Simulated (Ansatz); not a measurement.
# Work function of Mo(110): what the settings cost and change, part 2 of 2

Aim: the work function of Mo(110) against thickness and vacuum, with the cost.

Ansatz 0.2.0; plane-wave DFT, PBE, Ansatz PAW.

So far, work function, upper face (eV): step 2 (slab, setting 1 layer) 5.05; step 4 (slab, 3 atoms) 4.71; step 5 (slab, 4 atoms) 4.70; step 6 (run, 5 atoms) 4.65; step 7 (run, 6 atoms) 4.67.

### 8. Run, 8 atoms

System of this step: Mo(110). The cell holds 8 atoms: 8 Mo. Cell: a = 2.728 Å, b = 2.728 Å, c = 33.592 Å, α = 90.0°, β = 90.0°, γ = 70.5°. Vacuum lies along c.

The input, input.yaml:

```yaml
crystal:
  lattice:
    - [2.2273863607, -1.575, 0.0]
    - [2.2273863607, 1.575, 0.0]
    - [0.0, 0.0, 33.5917045252]
  atoms:
    - { symbol: Mo, position: [0.0, 0.0, 0.2679232902] }
    - { symbol: Mo, position: [0.5, 0.5, 0.3342309216] }
    - { symbol: Mo, position: [0.0, 0.0, 0.4005385529] }
    - { symbol: Mo, position: [0.5, 0.5, 0.4668461843] }
    - { symbol: Mo, position: [0.0, 0.0, 0.5331538157] }
    - { symbol: Mo, position: [0.5, 0.5, 0.5994614471] }
    - { symbol: Mo, position: [0.0, 0.0, 0.6657690784] }
    - { symbol: Mo, position: [0.5, 0.5, 0.7320767098] }
kpoints:
  mp_grid: { grid: [16, 16, 1] }
hamiltonian:
  xc: pbe
scf:
  occupations: { method: fermi_dirac, width: 0.1 }
  convergence: { dr2_threshold: 1.0e-09 }
efield:
  axis: 3
  dipole_correction: true
  ramp_position: 0.97
  ramp_width: 0.06
output:
  write_potential: true
  write_density: true
  volumetric_format: npy
```

Command:

```sh
$ ansatz run input.yaml --threads 2 --pin off --max-ram 3072MiB --backend cpu --events-out ev --progress --plain --runs-dir out
```

Numbers of over 12 decimals in the logs are rounded to 6 here.

What it wrote:

```text
[...]
Crystal: 8 atoms, lattice volume = 235.688 Å³
Basis set: ecut = 420 eV, 4691 PW (Γ)
Bands: 68, of which v1, the nominal top of the filled ones, is band 56 counted from 1 (55 counted from 0)
Symmetry: 4 space group operations
k-points: 73 of 256
[...]
k-point 0: bands = [... 52 lower, 7.7256, 7.8490, 8.2586, 8.3009, 8.9381, 9.1207, 9.8223, 9.8622, ... 20 higher]
  k-point 1: bands = [... 52 lower, 7.8006, 7.9337, 8.1176, 8.3953, 8.8783, 9.0914, 9.5374, 9.8999, ... 20 higher]
  k-point 2: bands = [... 52 lower, 7.6443, 8.0872, 8.2190, 8.3567, 8.7449, 8.9028, 9.1579, 9.5130, ... 20 higher]
  k-point 72: bands = [... 52 lower, 9.3949, 9.5128, 9.9033, 10.0769, 10.3028, 10.3652, 10.5732, 10.7676, ... 20 higher]
[key lines of the parts left out:]
SCF converged after 10 iterations
Free energy (F): -39645.762313 eV
Fermi energy:    9.073396 eV
Dipole field:    D = -0.000000 V/Å  (p = -0.000000 e·Å, saw-weighted, corrected)
Work function:   Φ+ = 4.6707 eV   Φ− = 4.6707 eV
```

The job ended after 3.9 min (2 threads of Arm Neoverse N1, shared host; peak memory 1.5 GiB).

The work function is 4.671 eV, +0.003 eV from the run “6 layers”, at 1.8 times its CPU time.

### 9. Run, 10 atoms

System of this step: Mo(110). The cell holds 10 atoms: 10 Mo. Cell: a = 2.728 Å, b = 2.728 Å, c = 38.046 Å, α = 90.0°, β = 90.0°, γ = 70.5°. Vacuum lies along c.

input.yaml, the sections that differ from step 8:

```yaml
crystal:
  lattice:
    - [2.2273863607, -1.575, 0.0]
    - [2.2273863607, 1.575, 0.0]
    - [0.0, 0.0, 38.0464772466]
  atoms:
    - { symbol: Mo, position: [0.0, 0.0, 0.236552781] }
    - { symbol: Mo, position: [0.5, 0.5, 0.2950966074] }
    - { symbol: Mo, position: [0.0, 0.0, 0.3536404339] }
    - { symbol: Mo, position: [0.5, 0.5, 0.4121842603] }
    - { symbol: Mo, position: [0.0, 0.0, 0.4707280868] }
    - { symbol: Mo, position: [0.5, 0.5, 0.5292719132] }
    - { symbol: Mo, position: [0.0, 0.0, 0.5878157397] }
    - { symbol: Mo, position: [0.5, 0.5, 0.6463595661] }
    - { symbol: Mo, position: [0.0, 0.0, 0.7049033926] }
    - { symbol: Mo, position: [0.5, 0.5, 0.763447219] }
# kpoints, hamiltonian, scf, efield, output: as in step 8
```

What it wrote:

```text
[...]
Crystal: 10 atoms, lattice volume = 266.944 Å³
Basis set: ecut = 420 eV, 5293 PW (Γ)
Bands: 84, of which v1, the nominal top of the filled ones, is band 70 counted from 1 (69 counted from 0)
Symmetry: 4 space group operations
k-points: 73 of 256
[...]
k-point 1: bands = [... 66 lower, 9.3146, 9.3223, 9.6257, 9.9247, 10.1071, 10.5517, 10.7349, 11.0598, ... 24 higher]
  k-point 2: bands = [... 66 lower, 9.3704, 9.5432, 9.6443, 9.8521, 10.0803, 10.2985, 10.5424, 10.5572, ... 24 higher]
  k-point 72: bands = [... 66 lower, 10.8186, 11.1870, 11.2259, 11.3825, 11.6872, 11.8635, 11.8703, 12.0518, ... 24 higher]
[key lines of the parts left out:]
SCF converged after 10 iterations
Free energy (F): -49557.824768 eV
Fermi energy:    10.482434 eV
Dipole field:    D = -0.000000 V/Å  (p = -0.000001 e·Å, saw-weighted, corrected)
Work function:   Φ+ = 4.6662 eV   Φ− = 4.6662 eV
```

Wall time 5.8 min (2 threads); peak memory 2 GiB.

The work function is 4.666 eV, -0.005 eV from the run “8 layers”, at 1.5 times its CPU time.

### 10. Slab, 13 atoms

System of this step: Mo(110). The cell holds 13 atoms: 13 Mo. Its edges and angles: a = 2.728 Å, b = 2.728 Å, c = 44.729 Å, α = 90.0°, β = 90.0°, γ = 70.5°. Vacuum lies along c.

input.yaml, the sections that differ from step 9:

```yaml
crystal:
  lattice:
    - [2.2273863607, -1.575, 0.0]
    - [2.2273863607, 1.575, 0.0]
    - [0.0, 0.0, 44.7286363289]
  atoms:
    - { symbol: Mo, position: [0.0, 0.0, 0.2012133778] }
    - { symbol: Mo, position: [0.5, 0.5, 0.2510111482] }
    - { symbol: Mo, position: [0.0, 0.0, 0.3008089185] }
    - { symbol: Mo, position: [0.5, 0.5, 0.3506066889] }
    - { symbol: Mo, position: [0.0, 0.0, 0.4004044593] }
    - { symbol: Mo, position: [0.5, 0.5, 0.4502022296] }
    - { symbol: Mo, position: [0.0, 0.0, 0.5] }
    - { symbol: Mo, position: [0.5, 0.5, 0.5497977704] }
    - { symbol: Mo, position: [0.0, 0.0, 0.5995955407] }
    - { symbol: Mo, position: [0.5, 0.5, 0.6493933111] }
    - { symbol: Mo, position: [0.0, 0.0, 0.6991910815] }
    - { symbol: Mo, position: [0.5, 0.5, 0.7489888518] }
    - { symbol: Mo, position: [0.0, 0.0, 0.7987866222] }
# kpoints, hamiltonian, scf, efield, output: as in step 9
```

What it wrote:

```text
[...]
Crystal: 13 atoms, lattice volume = 313.828 Å³
Basis set: ecut = 420 eV, 6247 PW (Γ)
Bands: 110, of which v1, the nominal top of the filled ones, is band 91 counted from 1 (90 counted from 0)
Symmetry: 4 space group operations
k-points: 73 of 256
[...]
k-point 1: bands = [... 87 lower, 10.9379, 11.0677, 11.3352, 11.4556, 11.7409, 11.9662, 12.2286, 12.4271, ... 34 higher]
  k-point 2: bands = [... 87 lower, 11.1237, 11.1808, 11.3111, 11.4584, 11.6261, 11.8302, 11.9747, 12.1332, ... 34 higher]
  k-point 72: bands = [... 87 lower, 12.6360, 12.6867, 12.9380, 12.9984, 13.0771, 13.4306, 13.4879, 13.6030, ... 34 higher]
[key lines of the parts left out:]
SCF converged after 10 iterations
Free energy (F): -64425.923280 eV
Fermi energy:    12.071625 eV
Dipole field:    D = -0.000000 V/Å  (p = -0.000000 e·Å, saw-weighted, corrected)
Work function:   Φ+ = 4.6660 eV   Φ− = 4.6660 eV
```

Run time: 10 min. Hardware: 2 threads; peak memory 2.9 GiB.

The work function is 4.666 eV, -0.000 eV from the run “10 layers”, at 1.8 times its CPU time.

### 11. Slab, 7 atoms

System of this step: Mo(110). The cell holds 7 atoms: 7 Mo. Its edges and angles: a = 2.728 Å, b = 2.728 Å, c = 23.364 Å, α = 90.0°, β = 90.0°, γ = 70.5°. Vacuum lies along c.

input.yaml, the sections that differ from step 10:

```yaml
crystal:
  lattice:
    - [2.2273863607, -1.575, 0.0]
    - [2.2273863607, 1.575, 0.0]
    - [0.0, 0.0, 23.3643181644]
  atoms:
    - { symbol: Mo, position: [0.0, 0.0, 0.2140015371] }
    - { symbol: Mo, position: [0.5, 0.5, 0.3093343581] }
    - { symbol: Mo, position: [0.0, 0.0, 0.404667179] }
    - { symbol: Mo, position: [0.5, 0.5, 0.5] }
    - { symbol: Mo, position: [0.0, 0.0, 0.595332821] }
    - { symbol: Mo, position: [0.5, 0.5, 0.6906656419] }
    - { symbol: Mo, position: [0.0, 0.0, 0.7859984629] }
# kpoints, hamiltonian, scf, efield, output: as in step 10
```

What it wrote:

```text
[...]
Crystal: 7 atoms, lattice volume = 163.930 Å³
Basis set: ecut = 420 eV, 3257 PW (Γ)
Bands: 59, of which v1, the nominal top of the filled ones, is band 49 counted from 1 (48 counted from 0)
Symmetry: 4 space group operations
k-points: 73 of 256
[...]
k-point 1: bands = [... 45 lower, 11.3225, 11.4278, 11.5558, 12.1211, 12.2338, 12.9879, 12.9966, 13.4769, ... 16 higher]
  k-point 2: bands = [... 45 lower, 11.0806, 11.6156, 11.6812, 11.9416, 12.2774, 12.6131, 12.6856, 13.3843, ... 16 higher]
  k-point 72: bands = [... 45 lower, 13.0169, 13.0937, 13.4810, 13.5647, 13.7543, 13.9272, 14.1323, 14.8963, ... 16 higher]
[key lines of the parts left out:]
SCF converged after 10 iterations
Free energy (F): -34689.733310 eV
Fermi energy:    12.633772 eV
Dipole field:    D = 0.000000 V/Å  (p = 0.000000 e·Å, saw-weighted, corrected)
Work function:   Φ+ = 4.6481 eV (in doubt: plateau slope 7.1e-2 eV/Å)   Φ− = 4.6519 eV (in doubt: plateau slope 5.0e-2 eV/Å)
```

Wall time 2.3 min (2 threads); peak memory 1 GiB.

The work function is 4.648 eV. The program marks this work function as in doubt.

### 12. Run, 7 atoms

The cell differs from the one that the last finished run ended in (c 23.364 → 27.364 Å).

input.yaml, the sections that differ from step 11:

```yaml
crystal:
  lattice:
    - [2.2273863607, -1.575, 0.0]
    - [2.2273863607, 1.575, 0.0]
    - [0.0, 0.0, 27.3643181644]
  atoms:
    - { symbol: Mo, position: [0.0, 0.0, 0.2558075797] }
    - { symbol: Mo, position: [0.5, 0.5, 0.3372050531] }
    - { symbol: Mo, position: [0.0, 0.0, 0.4186025266] }
    - { symbol: Mo, position: [0.5, 0.5, 0.5] }
    - { symbol: Mo, position: [0.0, 0.0, 0.5813974734] }
    - { symbol: Mo, position: [0.5, 0.5, 0.6627949469] }
    - { symbol: Mo, position: [0.0, 0.0, 0.7441924203] }
# kpoints, hamiltonian, scf, efield, output: as in step 11
```

What it wrote:

```text
[...]
Crystal: 7 atoms, lattice volume = 191.995 Å³
Basis set: ecut = 420 eV, 3809 PW (Γ)
Bands: 59, of which v1, the nominal top of the filled ones, is band 49 counted from 1 (48 counted from 0)
Symmetry: 4 space group operations
k-points: 73 of 256
[...]
k-point 1: bands = [... 45 lower, 8.7948, 8.9012, 9.0279, 9.5935, 9.7032, 10.4598, 10.4744, 10.9451, ... 16 higher]
  k-point 2: bands = [... 45 lower, 8.5529, 9.0876, 9.1535, 9.4127, 9.7501, 10.0885, 10.1563, 10.8544, ... 16 higher]
  k-point 72: bands = [... 45 lower, 10.4892, 10.5660, 10.9532, 11.0369, 11.2265, 11.3994, 11.6046, 12.3686, ... 16 higher]
[key lines of the parts left out:]
SCF converged after 10 iterations
Free energy (F): -34689.733290 eV
Fermi energy:    10.106046 eV
Dipole field:    D = -0.000001 V/Å  (p = -0.000001 e·Å, saw-weighted, corrected)
Work function:   Φ+ = 4.6598 eV   Φ− = 4.6598 eV
```

Wall time 2.4 min (2 threads); peak memory 1.1 GiB.

The work function is 4.660 eV, +0.012 eV from the run “7 layers, 10 Å of vacuum”, at 1.0 times its CPU time.

### 13. Slab, 7 atoms (run 2)

The cell differs from the one that the last finished run ended in (c 27.364 → 39.364 Å).

input.yaml, the sections that differ from step 12:

```yaml
crystal:
  lattice:
    - [2.2273863607, -1.575, 0.0]
    - [2.2273863607, 1.575, 0.0]
    - [0.0, 0.0, 39.3643181644]
  atoms:
    - { symbol: Mo, position: [0.0, 0.0, 0.3302483215] }
    - { symbol: Mo, position: [0.5, 0.5, 0.3868322143] }
    - { symbol: Mo, position: [0.0, 0.0, 0.4434161072] }
    - { symbol: Mo, position: [0.5, 0.5, 0.5] }
    - { symbol: Mo, position: [0.0, 0.0, 0.5565838928] }
    - { symbol: Mo, position: [0.5, 0.5, 0.6131677857] }
    - { symbol: Mo, position: [0.0, 0.0, 0.6697516785] }
# kpoints, hamiltonian, scf, efield, output: as in step 12
```

What it wrote:

```text
[...]
Crystal: 7 atoms, lattice volume = 276.191 Å³
Basis set: ecut = 420 eV, 5489 PW (Γ)
Bands: 59, of which v1, the nominal top of the filled ones, is band 49 counted from 1 (48 counted from 0)
Symmetry: 4 space group operations
k-points: 73 of 256
[...]
k-point 0: bands = [... 45 lower, 4.2366, 4.4192, 4.5582, 4.9459, 5.4283, 5.7966, 6.2782, 6.7250, ... 16 higher]
  k-point 1: bands = [... 45 lower, 4.2935, 4.3999, 4.5266, 5.0922, 5.2019, 5.9584, 5.9732, 6.4437, ... 16 higher]
  k-point 2: bands = [... 45 lower, 4.0516, 4.5863, 4.6522, 4.9113, 5.2488, 5.5872, 5.6550, 6.3530, ... 16 higher]
  k-point 72: bands = [... 45 lower, 5.9879, 6.0647, 6.4519, 6.5356, 6.7252, 6.8981, 7.1033, 7.8673, ... 16 higher]
[key lines of the parts left out:]
SCF converged after 10 iterations
Free energy (F): -34689.733309 eV
Fermi energy:    5.604727 eV
Dipole field:    D = -0.000000 V/Å  (p = -0.000000 e·Å, saw-weighted, corrected)
Work function:   Φ+ = 4.6599 eV   Φ− = 4.6599 eV
```

Elapsed: 3.5 min, on 2 threads; peak memory 1.5 GiB.

The work function is 4.660 eV, +0.000 eV from the run “7 layers, 14 Å of vacuum”, at 1.5 times its CPU time.

### 14. Comparing the runs

Times are for 2 threads of Arm Neoverse N1, shared host. The series side by side:

```
no.                   setting  work function, upper face (eV)     time  memory (GiB)
  1                   1 layer                           5.054     18 s          0.46
  2                  2 layers                           4.567     36 s           0.5
  3                  3 layers                           4.711     57 s          0.61
  4                  4 layers                           4.701     68 s          0.74
  5                  5 layers                           4.653     95 s          0.87
  6                  6 layers                           4.668  2.2 min           1.1
  7                  8 layers                           4.671  3.9 min           1.5
  8                 10 layers                           4.666  5.8 min           2.0
  9                 13 layers                           4.666   10 min           2.9
 10  7 layers, 10 Å of vacuum                           4.648  2.3 min           1.0
 11  7 layers, 14 Å of vacuum                           4.660  2.4 min           1.1
 12  7 layers, 26 Å of vacuum                           4.660  3.5 min           1.5
```

### 15. Varying the input

System of this step: Mo(110) monolayer. The cell holds 1 atom: 1 Mo. Cell: a = 2.728 Å, b = 2.728 Å, c = 18.000 Å, α = 90.0°, β = 90.0°, γ = 70.5°. Vacuum lies along c. The cell carries charge +6.

An input spoilt on purpose, to show how the run answers: it repeats the earlier run “1 layer” with total_charge to 6, and scf.max_iter set to 80; its output block differs too.

input.yaml, the sections that differ from step 13:

```yaml
crystal:
  lattice:
    - [2.2273863607, -1.575, 0.0]
    - [2.2273863607, 1.575, 0.0]
    - [0.0, 0.0, 18.0]
  atoms:
    - { symbol: Mo, position: [0.0, 0.0, 0.5] }
scf:
  occupations: { method: fermi_dirac, width: 0.1 }
  convergence: { dr2_threshold: 1.0e-09 }
  max_iter: 80
total_charge: 6
# kpoints, hamiltonian, efield, output: as in step 13
```

What it wrote:

```text
Error: efield: with total_charge ≠ 0 without external_charges — the saw-weighted dipole of a charged cell depends on the ramp position (the isolated-slab reference a dipole correction restores does not exist for a charged slab), so the field energy is ill-defined under the jellium convention; neutralise the cell or drop the efield: block, which crystal.periodic lets a charged slab do
```

It took 0.02 s on 2 threads; peak memory 0.06 GiB.

The input was rejected at the start.

The program's message: “Error: efield: with total_charge ≠ 0 without external_charges — the saw-weighted dipole of a charged cell depends on the ramp position (the isolated-slab reference a dipole correction restores does no …”

The fault put into the input: a net charge in a cell with a dipole correction and no gate.

### 16. Summary of results

```json
{
  "work function, 1 layer": "5.054 eV",
  "work function, 2 layers": "4.567 eV",
  "work function, 6 layers": "4.668 eV",
  "work function, 13 layers": "4.666 eV"
}
```

**Reading.** The thickest slab gives 4.67 eV, and the settings tried spread the value from 4.57 to 5.05 eV. At 18 Å of vacuum, the slabs from 3 layers on stay within 0.05 eV of the thickest. Going from 10 to 26 Å of vacuum moves it by 0.012 eV. The program marks the value as in doubt in “7 layers, 10 Å of vacuum”. The ladder's slabs use the tabulated experimental lattice constant (two decimals; a low-temperature value for the alkali metals). In 1 run of the series (7 layers, 10 Å of vacuum) the program warns that electrons reach the sawtooth's ramp, which makes dipole and work function less sure.

Comparison with the measured values:

| quantity | measured | 13 layers |
| --- | --- | --- |
| work function (clean (110) face, a compiled value) (eV) | 4.95 | 4.67 (-0.28 eV) |

Measured values from arxiv:1902.07811 (2019).

Verdict: The work function is off by -0.28 eV: fair agreement. The grades are ours: good and fair within 3 and 7 % for the work function. No cell relaxation is part of this session.

[Logs are printed without paths, hosts, clocks, repeated set-up lines and the standing remarks that a program may print on its own settings, such as how far it seeks lower states.]

[Hosts, paths, dates, database ids (printed as entryN), source tags and the programs' standing remarks are cut or masked in the printed files.]

[Maps of the electrostatic potential energy from Ansatz leave out the sawtooth potential of an applied field or a dipole correction, so their vacuum need not be flat; planar profiles and work functions include it.]
